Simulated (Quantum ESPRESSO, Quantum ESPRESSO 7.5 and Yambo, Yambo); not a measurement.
## BiOBr (P4/nmm): Bethe-Salpeter spectra with Yambo

Wanted: excitons and ε₂ of BiOBr (P4/nmm), with cost.

Main program and level: Quantum ESPRESSO 7.5 and Yambo 5.3.0; PBEsol and many-body steps on it, plane waves.

The database entry behind the starting cell differs from later determinations by our own check (0.1 to 0.3 % short, probably kX units), so it need not match the best structure at ambient conditions.

## 1. Set-up

The structure is tetragonal, space group P4/nmm (No. 129). The conventional cell has a = 3.916 Å, b = 3.916 Å, c = 8.077 Å, α = 90.00°, β = 90.00°, γ = 90.00°. Nearest to Bi lie 4 O at 2.32 Å and 4 Br at 3.18 Å. Br has 4 Bi at 3.18 Å nearest. Nearest to O lie 4 Bi at 2.32 Å. Farther neighbours and most contacts between anions are not listed.

The cell and positions come from the Crystallography Open Database and are kept as given unless a step says otherwise. Spin-orbit coupling is left out unless a step names it.

## 2. Empty states on the mesh, 4×4×2 mesh, 176 bands

This step: Quantum ESPRESSO 7.5; DFT, PBEsol, plane waves, norm-conserving pseudopotentials.

The sums over transitions need many empty states on a uniform mesh; this step solves for them.

Contents of pw.in:

```
&control
  calculation = 'nscf'
  prefix = 'x'
  outdir = 'o'
  pseudo_dir = 'pseudo'
/
&system
  ibrav = 0
  nat = 6
  ntyp = 3
  ecutwfc = 76.0
  nbnd = 176
  force_symmorphic = .true.
/
&electrons
  conv_thr = 1e-9
  electron_maxstep = 80
  diago_full_acc = .true.
  diago_thr_init = 5e-6
/
ATOMIC_SPECIES
  Bi 208.98 Bi.upf
  Br 79.904 Br.upf
  O 15.999 O.upf
CELL_PARAMETERS angstrom
  3.9160000000 0.0000000000 0.0000000000
  0.0000000000 3.9160000000 0.0000000000
  0.0000000000 0.0000000000 8.0770000000
ATOMIC_POSITIONS crystal
  Bi 0.0000000000 0.5000000000 0.1540000000
  Bi 0.5000000000 0.0000000000 0.8460000000
  Br 0.0000000000 0.5000000000 0.6530000000
  Br 0.5000000000 0.0000000000 0.3470000000
  O 0.0000000000 0.0000000000 0.0000000000
  O 0.5000000000 0.5000000000 0.0000000000
K_POINTS automatic
  4 4 2 0 0 0
```

Launch:

```console
$ OMP_NUM_THREADS=1 mpirun -n 4 pw.x -nk 4 -in pw.in > pw.out
```

What it wrote:

```text
Program PWSCF v.7.5 starts

     This program is part of the open-source Quantum ESPRESSO suite
     for quantum simulation of materials; please cite
         "P. Giannozzi et al., J. Phys.:Condens. Matter 21 395502 (2009);
         "P. Giannozzi et al., J. Phys.:Condens. Matter 29 465901 (2017);
         "P. Giannozzi et al., J. Chem. Phys. 152 154105 (2020);
     in publications or presentations arising from this work. More details at

     Atomic positions and unit cell read from directory:
     o/x.save/

     Message from routine setup:
[...]
-142.9439-142.9439 -80.9818 -80.9817 -80.9697 -80.9696 -80.9696 -80.9695
[...]
[... 10 further rows ...]
    58.2791  58.4345  58.9473  59.1399  59.2221  59.3629  59.9809  60.8370
    60.8423  61.6135  61.6315  61.6705  61.7456  62.1392  62.4842  62.5713

          k = 0.0000 0.2500-0.2424 (  9332 PWs)   bands (ev):

     [... further k-points ...]

     highest occupied, lowest unoccupied level (ev):     9.5487   11.7620

     XML data file, pseudopotentials, collected wavefunctions

=------------------------------------------------------------------------------=
   JOB DONE.
=------------------------------------------------------------------------------=
```

It took 61 s on 4 MPI ranks of Arm Neoverse V1, shared host; peak memory 0.83 GiB; 4.1 min of CPU time.

Numbers from this step:

```yaml
gap: 2.213 eV
k_of_the_valence_top: 0, -0.5, -0.5
k_of_the_conduction_bottom: 0, 0, -0.5
least_direct_gap: 2.278 eV
k_points_computed: 12
lowest_point_of_the_top_converged_band_above_the_valence_top: 51.4364 eV
```

On this mesh the gap is 2.213 eV.

The density comes from a self-consistent run that is not shown.

## 3. Conversion and set-up

This step: Yambo 5.3.0; conversion and set-up on PBEsol, plane waves, norm-conserving pseudopotentials.

The states are converted to the many-body program's format and the q mesh is built.

Launch:

```console
$ (cd o/x.save; p2y > p2y.log; mv SAVE ../..); yambo > setup.log
```

What it wrote:

```text
 Yambo, version 5.3.0

 [02] CORE Variables Setup
 =========================

  [02.01] Unit cells
  ==================

  Cell kind             :  Unknown
  Atoms in the cell     :  Bi  Br  O
  number of Bi atoms    :  2
  number of Br atoms    :  2
  number of O  atoms    :  2

  List of atomic masses
  Mass of Bi    :  208.9800
  Mass of Br    :  79.90400
  Mass of O     :  15.99900

  List of atomic coordinates    : [cc]
  Bi1       :  0.000000  3.700084  2.350551  order 1
  Bi2       :   3.70008   0.00000  12.91277  order 2
[...]
K/Q-points units:
 rlu = crystal or reduced units; cc = cartesian coordinates; iku = interal k-units

 Q [ 1]         [rlu]:  0.000000  0.000000  0.000000
 Q [ 2]         [rlu]:  0.000000  0.000000 -0.500000
 Q [ 3]         [rlu]:  0.000000  0.250000  0.000000
[...]
Q [ 8]         [rlu]:  0.250000  0.250000 -0.500000
 Q [ 9]         [rlu]:  0.250000 -0.500000  0.000000
 Q [10]         [rlu]:  0.250000 -0.500000 -0.500000
 Q [11]         [rlu]: -0.500000 -0.500000  0.000000
 Q [12]         [rlu]: -0.500000 -0.500000 -0.500000

  [03.01] X indexes
  =================

   [03.01.01] Sigma indexes
   ========================

 [06] Game Over & Game summary
```

The job ended after 3.5 s (1 MPI rank; peak memory 0.25 GiB).

## 4. Screening and self-energy, 4×4×2 mesh, 176 bands, screening to 115.6 eV

G0W0 replaces the xc potential by the self-energy, built once from these orbitals. Only a window of levels is corrected, while the sums run over the empty bands that the input names.

This step: G0W0 on PBEsol, plane waves, norm-conserving pseudopotentials.

Contents of gw1.in:

```
HF_and_locXC
gw0
dyson
ppa
em1d
rim_cut
RandQpts= 1000000
RandGvec= 1 RL
EXXRLvcs= 76 Ry
VXCRLvcs= 304 Ry
Chimod= "HARTREE"
% BndsRnXp
 1 | 176 |
%
NGsBlkXp= 8.5 Ry
% LongDrXp
 1 | 1 | 1 |
%
% GbndRnge
 1 | 176 |
%
DysSolver= "n"
ExtendOut
PPAPntXp= 27.21138 eV
% QPkrange
 1 | 12 | 37 | 50 |
%
```

Launch:

```console
$ OMP_NUM_THREADS=1 mpirun -n 4 yambo -F gw1.in -J gw1 -C gw1 > gw1.log
```

What it wrote:

```text
 Yambo, version 5.3.0

 [02] CORE Variables Setup
 =========================

  [... cell, symmetries and grids as in the set-up ...]

  [02.05] Energies & Occupations
  ==============================

  [X] === General ===
  [X] Electronic Temperature                        :  0.000000  0.000000 [eV K]
  [X] Bosonic    Temperature                        :  0.000000  0.000000 [eV K]
  [X] Finite Temperature mode                       : no
  [X] El. density                                   :  0.74277E+24 [cm-3]
[...]
Sx RL components                                 :   9415

   QP @ state[ 1 ] K range                          :   1  12
   QP @ state[ 1 ] b range                          :   37   50
   GF energies kind                                 : Perdew, Burke & Ernzerhof SOL(X)+Perdew, Burke & Ernzerhof SOL(C)
   GF WF`s kind                                     : Perdew, Burke & Ernzerhof SOL(X)+Perdew, Burke & Ernzerhof SOL(C)
   Xs energies kind                                 : Perdew, Burke & Ernzerhof SOL(X)+Perdew, Burke & Ernzerhof SOL(C)
   Xs WF`s kind                                     : Perdew, Burke & Ernzerhof SOL(X)+Perdew, Burke & Ernzerhof SOL(C)

 [11] Game Over & Game summary
```

Wall time 27 min (4 MPI ranks); peak memory 4.8 GiB; 1.8 h of CPU time.

This step gave:

| Quantity | Value |
| --- | --- |
| G0W0 gap on the mesh | 3.546 eV |
| starting gap on the mesh | 2.213 eV |
| k of the valence top | 0, -0.5, 0 |
| k of the conduction bottom | 0, 0, -0.5 |
| least direct G0W0 gap on the computed points | 3.794 eV |

The gap on the mesh goes from 2.21 eV to 3.55 eV, a correction of +1.33 eV.

The gap opens by 1.333 eV; the next steps shift the empty bands rigidly by 1.517 eV, the correction at the start's least direct gap.

## 5. Excitons

Optical absorption needs the electron-hole interaction, solved here in a basis of vertical transitions on the mesh.

This step: Bethe-Salpeter equation on PBEsol with a scissors shift, plane waves, norm-conserving pseudopotentials.

Contents of bse3.in:

```
optics
bss
bse
em1s
dipoles
rim_cut
RandQpts= 1000000
RandGvec= 1 RL
Chimod= "HARTREE"
BSKmod= "SEX"
BSEmod= "resonant"
BSSmod= "d"
BSENGexx= 30 Ry
BSENGBlk= 6 Ry
% BSEQptR
 1 | 1 |
%
% BSEBands
 35 | 52 |
%
% BEnRange
 0 | 9 | eV
%
% BDmRange
 0.1 | 0.1 | eV
%
BEnSteps= 181
% BLongDir
 1 | 0 | 0 |
%
% BndsRnXs
 1 | 106 |
%
NGsBlkXs= 6 Ry
% LongDrXs
 1 | 1 | 1 |
%
% KfnQP_E
 1.517 | 1.0 | 1.0 |
%
WRbsWF
```

Launch:

```console
$ OMP_NUM_THREADS=1 mpirun -n 4 yambo -F bse3.in -J bse3 -C bse3 > bse3.log
```

What it wrote:

```text
 Yambo, version 5.3.0

 [02] CORE Variables Setup
 =========================

  [... cell, symmetries and grids as in the set-up ...]

  [02.05] Energies & Occupations
  ==============================

  [X] === General ===
  [X] Electronic Temperature                        :  0.000000  0.000000 [eV K]
  [X] Bosonic    Temperature                        :  0.000000  0.000000 [eV K]
  [X] Finite Temperature mode                       : no
  [X] El. density                                   :  0.74277E+24 [cm-3]
  [X] Fermi Level                                   :  9.548672 [eV]

  [X] === Gaps and Widths ===
  [X] Conduction Band Min                           :  2.213291 [eV]
  [X] Valence Band Max                              :  0.000000 [eV]
  [X] Filled Bands                                  :   46
  [X] Empty Bands                                   :   47  176
  [X] Direct Gap                                    :  2.277553 [eV]
  [X] Direct Gap localized at k                     :  2
  [X] Indirect Gap                                  :  2.213291 [eV]
  [X] Indirect Gap between kpts                     :   6   2
  [X] Last valence band width                       :  0.931944 [eV]
  [X] 1st conduction band width                     :  2.180027 [eV]

 [03] Transferred momenta grid and indexing
 ==========================================

 [BZ sampling] Q-grid is User defined and/or read from the database

 IBZ Q-points                                      :  12
 BZ  Q-points                                      :   32

 K/Q-points units:
 rlu = crystal or reduced units; cc = cartesian coordinates; iku = interal k-units

 Q [ 1]         [rlu]:  0.000000  0.000000  0.000000
 Q [ 2]         [rlu]:  0.000000  0.000000 -0.500000
 Q [ 3]         [rlu]:  0.000000  0.250000  0.000000
 Q [ 4]         [rlu]:  0.000000  0.250000 -0.500000
 Q [ 5]         [rlu]:  0.000000 -0.500000  0.000000
 Q [ 6]         [rlu]:  0.000000 -0.500000 -0.500000
 Q [ 7]         [rlu]:  0.250000  0.250000  0.000000
 Q [ 8]         [rlu]:  0.250000  0.250000 -0.500000
 Q [ 9]         [rlu]:  0.250000 -0.500000  0.000000
 Q [10]         [rlu]:  0.250000 -0.500000 -0.500000
 Q [11]         [rlu]: -0.500000 -0.500000  0.000000
 Q [12]         [rlu]: -0.500000 -0.500000 -0.500000

  [03.01] X + BSE indexes
  =======================

   [03.01.01] Sigma indexes
   ========================

 [04] Coloumb potential Random Integration (RIM)
 ===============================================

  [04.01] RIM initialization
  ==========================

  * Diagonal components only detected *

  8 x (sBL volume)        :  0.074190 [a.u.]
  sBZ random points       :  1000000
  Points outside the sBZ  :   7992674
  RL volume               :  0.296761 [a.u.]
  Integrated volume       :  0.297034 [a.u.]

  [04.02] RIM integrals
  =====================

  Gamma point sphere radius             :  0.076220 [a.u.]
  Points outside the sphere             :   799854
  [Int_sBZ(q=0) 1/q^2]*(Vol_sBZ)^(-1/3) =:  7.677820
                                 should be <:  7.795600

  Summary of Coulomb integrals for non-metallic bands |Q|[au] RIM/Bare

  Q [1] 0.100000E-4 0.984892 * Q [2] 0.205826 1.039738
  Q [3] 0.212265 1.055944 * Q [4] 0.295670 1.048372
  Q [7] 0.300188 1.052397 * Q [8] 0.363974 1.035934
  Q [5] 0.424530 1.021008 * Q [6] 0.471795 1.018539
  Q [9] 0.474639 1.018885 * Q [10] 0.517346 1.016385
  Q [11] 0.600376 1.012713 * Q [12] 0.634678 1.011433

 [05] External/Internal QP corrections
 =====================================

 [QP_apply] Action to be applied: USER defined scissor

  [05.01]  QP corrections report
  ==============================

  [K+QP] === General ===
  [K+QP] Electronic Temperature                     :  0.000000  0.000000 [eV K]
  [K+QP] Bosonic    Temperature                     :  0.000000  0.000000 [eV K]
  [K+QP] Finite Temperature mode                    : no
  [K+QP] El. density                                :  0.74277E+24 [cm-3]
[...]
[K+QP] Direct Gap                                 :  3.794553 [eV]
  [K+QP] Direct Gap localized at k                  :  2
  [K+QP] Indirect Gap                               :  3.730291 [eV]
  [K+QP] Indirect Gap between kpts                  :   6   2
  [K+QP] Last valence band width                    :  0.931944 [eV]
  [K+QP] 1st conduction band width                  :  2.180027 [eV]

  [coarse-grid] Minimum Bare Gap        [ev]:  2.213291
  [coarse-grid] Minimum Gap Correction  [ev]:  1.517000

  Eqp @ K [ 1]
  -152.4926 -152.4925  -90.5305  -90.5303  -90.5183  -90.5183  -90.5182  -90.5182
  -59.12461 -59.12454 -59.12368 -59.12365 -59.09868 -59.09868 -59.09857 -59.09857
  -59.09008 -59.09003 -22.05538 -21.85679 -21.85679 -21.84517 -21.84387 -21.80991
  -21.79268 -21.78418 -21.78418 -21.76329 -18.49824 -15.93124 -13.57903 -13.36374
  -9.500866 -7.180070 -4.694990 -4.694990 -1.875844 -1.725183 -1.725183 -1.637500
  -1.041377 -0.957786 -0.957786 -0.688587 -0.688587 -0.602245  3.928303  4.855947
[...]
Eqp @ K [ 2]
[...]
Eqp @ K [ 3]
[...]
Eqp @ K [ 4]
[...]
Eqp @ K [ 5]
[...]
Eqp @ K [ 6]
[...]
Eqp @ K [ 7]
[...]
Eqp @ K [ 8]
[...]
Eqp @ K [ 9]
[...]
20.12046  20.12046  21.31268  21.31268  21.86447  21.86447  22.65620  22.65621
     [... 33 further rows ...]
   22.35482  22.35482  23.07409  23.07409  24.76083  24.76083  25.31131  25.31131
   25.42965  25.42965  25.86941  25.86941  27.62943  27.62943  28.17684  28.17684

 [06] Dipoles
 ============

  [06.01] Setup: observables and procedures
  =========================================

  [WARNING] [x,Vnl] slows the Dipoles computation. To neglect it rename the ns.kb_pp file

  [WARNING] [r,Vnl^pseudo] included in position and velocity dipoles.

  [WARNING] In case H contains other non local terms, these are neglected

 [07] Static Dielectric Matrix
 =============================

 [WR./bse3//ndb.em1s]------------------------------------------------------------
  Brillouin Zone Q/K grids (IBZ/BZ)                :   12   32   12   32
  RL vectors                                       :  11473 [WF]
  Coulomb cutoff potential                         : none
  Electronic Temperature                           :  0.000000 [K]
  Bosonic    Temperature                           :  0.000000 [K]
  Static diel. fun.  energies                      : Perdew, Burke & Ernzerhof SOL(X)+Perdew, Burke & Ernzerhof SOL(C)
  wavefunctions                                    : Perdew, Burke & Ernzerhof SOL(X)+Perdew, Burke & Ernzerhof SOL(C)
  Global Gauge                                     : length
  X matrix size                                    :  205
  X band range                                     :    1  106
  X e/h energy range                               : -1.000000 -1.000000 [eV]
  X Time ordering                                  : T
  X Hxc Kernel                                     : HARTREE
  X Drude frequency                                :  0.000000  0.000000
  X poles                                          :  100.0000 [o/o]
  RL vectors in the sum                            :  11473
  [r,Vnl] included                                 : yes
  Field direction                                  :  0.577350E-5  0.577350E-5  0.577350E-5
  BZ energy Double Grid                            : no
  BZ energy DbGd points                            : 0
  BZ Q point size factor                           : -1.000000
  X Optical Averaged directions                    : none

 [08] Bethe Salpeter Equation driver
 ===================================

  [08.01] Bethe Salpeter Equation @q1
  ===================================

   [08.01.01] Transition pre-analysis @q1
   ======================================

   [08.01.02] Transition Groups build-up @q1
   =========================================

   [BSK] Transition groups (total):  24
   [BSK] Size (resonant):  2304
   [BSK]         (total):  2304
   [BSK] N. of matrices :  1

   [08.01.03] Loading Dipoles @q1
   ==============================

   [08.01.04] Independent Particles properties @q1
   ===============================================

   ==========================================================

   [BSE] Exchange components :  2355
   [BSE] Correlation components :   205   719

    [08.01.05.01] Screened interaction header I/O
    =============================================

    [08.01.05.02] Main kernel loop
    ==============================

    [08.01.05.03] Wave-Function Phases
    ==================================

    [BSE] WF phases found       :  45.37037 [o/o]

   [08.01.06] BSE solver(s) @q1
   ============================

   [08.01.07] Diago Solver @q1
   ===========================

 [11] Game Over & Game summary
```

Elapsed: 3.3 min, on 4 MPI ranks; peak memory 1.9 GiB.

This step gave:

| Quantity | Value |
| --- | --- |
| transitions in the window | 2304 |
| direct gap of the transition levels | 3.795 eV |
| lowest state | 3.477 eV |
| first strong exciton (over a fiftieth of the strongest listed) | 4.105 eV |
| binding of the lowest state below the direct gap | 0.3172 eV |
| Coulomb term of one mesh cell | 0.3784 eV |

The binding is 0.84 times the screened Coulomb term of one mesh cell (0.38 eV), so it is not shown settled.

The lowest state lies at 3.477 eV, 0.317 eV under the direct gap.

Lines within 3 meV are set at the lowest of them, and the highest group, which the list may cut short, is left out. Lines of the exciton spectrum (strongest = 100):

```
position (eV)  lines merged  strength, relative
        3.477             1                 0.0
        3.775             2                 0.0
        3.807             1                 0.0
        4.106             2                  57
        4.219             1                 0.0
        4.245             1                 0.0
        4.276             2                  30
        4.517             2                 100
        4.535             1                 0.0
        4.545             1                 0.0
        4.564             2                 0.9
        4.577             3                  21
        4.586             2                 2.7
        4.598             1                 0.0
        4.615             1                 0.0
```

The ε₂ has structure finer than the step of the table below, so its rows give means over 0.25 eV, whole bins alone (the curve runs from 0 to 9 eV). Peaks (eV: height): BSE 4.500: 15.6, 5.200: 23.9, 5.800: 18.5; no electron-hole interaction 4.900: 9.30, 5.850: 15.9, 6.200: 18.6, 6.850: 13.8, 7.600: 11.7.

Field along x; broadening 0.1 eV; transition window only. Limits: finite bands, cutoff and mesh; no spin-orbit coupling; coarse k mesh; exciton not shown settled in the k mesh. The ε₂ by photon energy; means over each step:

| photon energy (eV) | BSE | no electron-hole interaction |
| --- | --- | --- |
| 0.25 | 0.0526 | 0.0388 |
| 0.50 | 0.0583 | 0.0424 |
| 0.75 | 0.0650 | 0.0465 |
| 1.00 | 0.0729 | 0.0513 |
| 1.25 | 0.0825 | 0.0568 |
| 1.50 | 0.0943 | 0.0635 |
| 1.75 | 0.109 | 0.0714 |
| 2.00 | 0.128 | 0.0810 |
| 2.25 | 0.152 | 0.0929 |
| 2.50 | 0.184 | 0.108 |
| 2.75 | 0.231 | 0.127 |
| 3.00 | 0.300 | 0.154 |
| 3.25 | 0.414 | 0.191 |
| 3.50 | 0.639 | 0.248 |
| 3.75 | 1.28 | 0.345 |
| 4.00 | 5.13 | 0.564 |
| 4.25 | 8.08 | 1.54 |
| 4.50 | 12.5 | 4.18 |
| 4.75 | 7.08 | 6.07 |
| 5.00 | 13.2 | 5.67 |
| 5.25 | 22.1 | 5.57 |
| 5.50 | 18.7 | 9.27 |
| 5.75 | 16.7 | 14.0 |
| 6.00 | 15.5 | 14.0 |
| 6.25 | 9.44 | 17.1 |
| 6.50 | 7.97 | 16.4 |
| 6.75 | 6.18 | 11.9 |
| 7.00 | 7.09 | 10.3 |
| 7.25 | 5.70 | 9.38 |
| 7.50 | 4.47 | 10.8 |
| 7.75 | 3.16 | 8.78 |
| 8.00 | 2.33 | 6.26 |
| 8.25 | 2.45 | 4.22 |
| 8.50 | 2.29 | 3.95 |
| 8.75 | 1.63 | 4.25 |

(Part 1 of 4 ends here.)

[Paths, hosts, dates, memory and timing lines, banners, echoed tables and standing remarks are left out of the program output.]

[Logs are printed without paths, hosts, clocks, repeated set-up lines and the standing remarks that a program may print on its own settings, such as how far it seeks lower states.]

[Runs of the session that timed out or met a known fault of the program may be left out.]

[Hosts, paths, dates, database ids (printed as entryN), source tags and the programs' standing remarks are cut or masked in the printed files.]
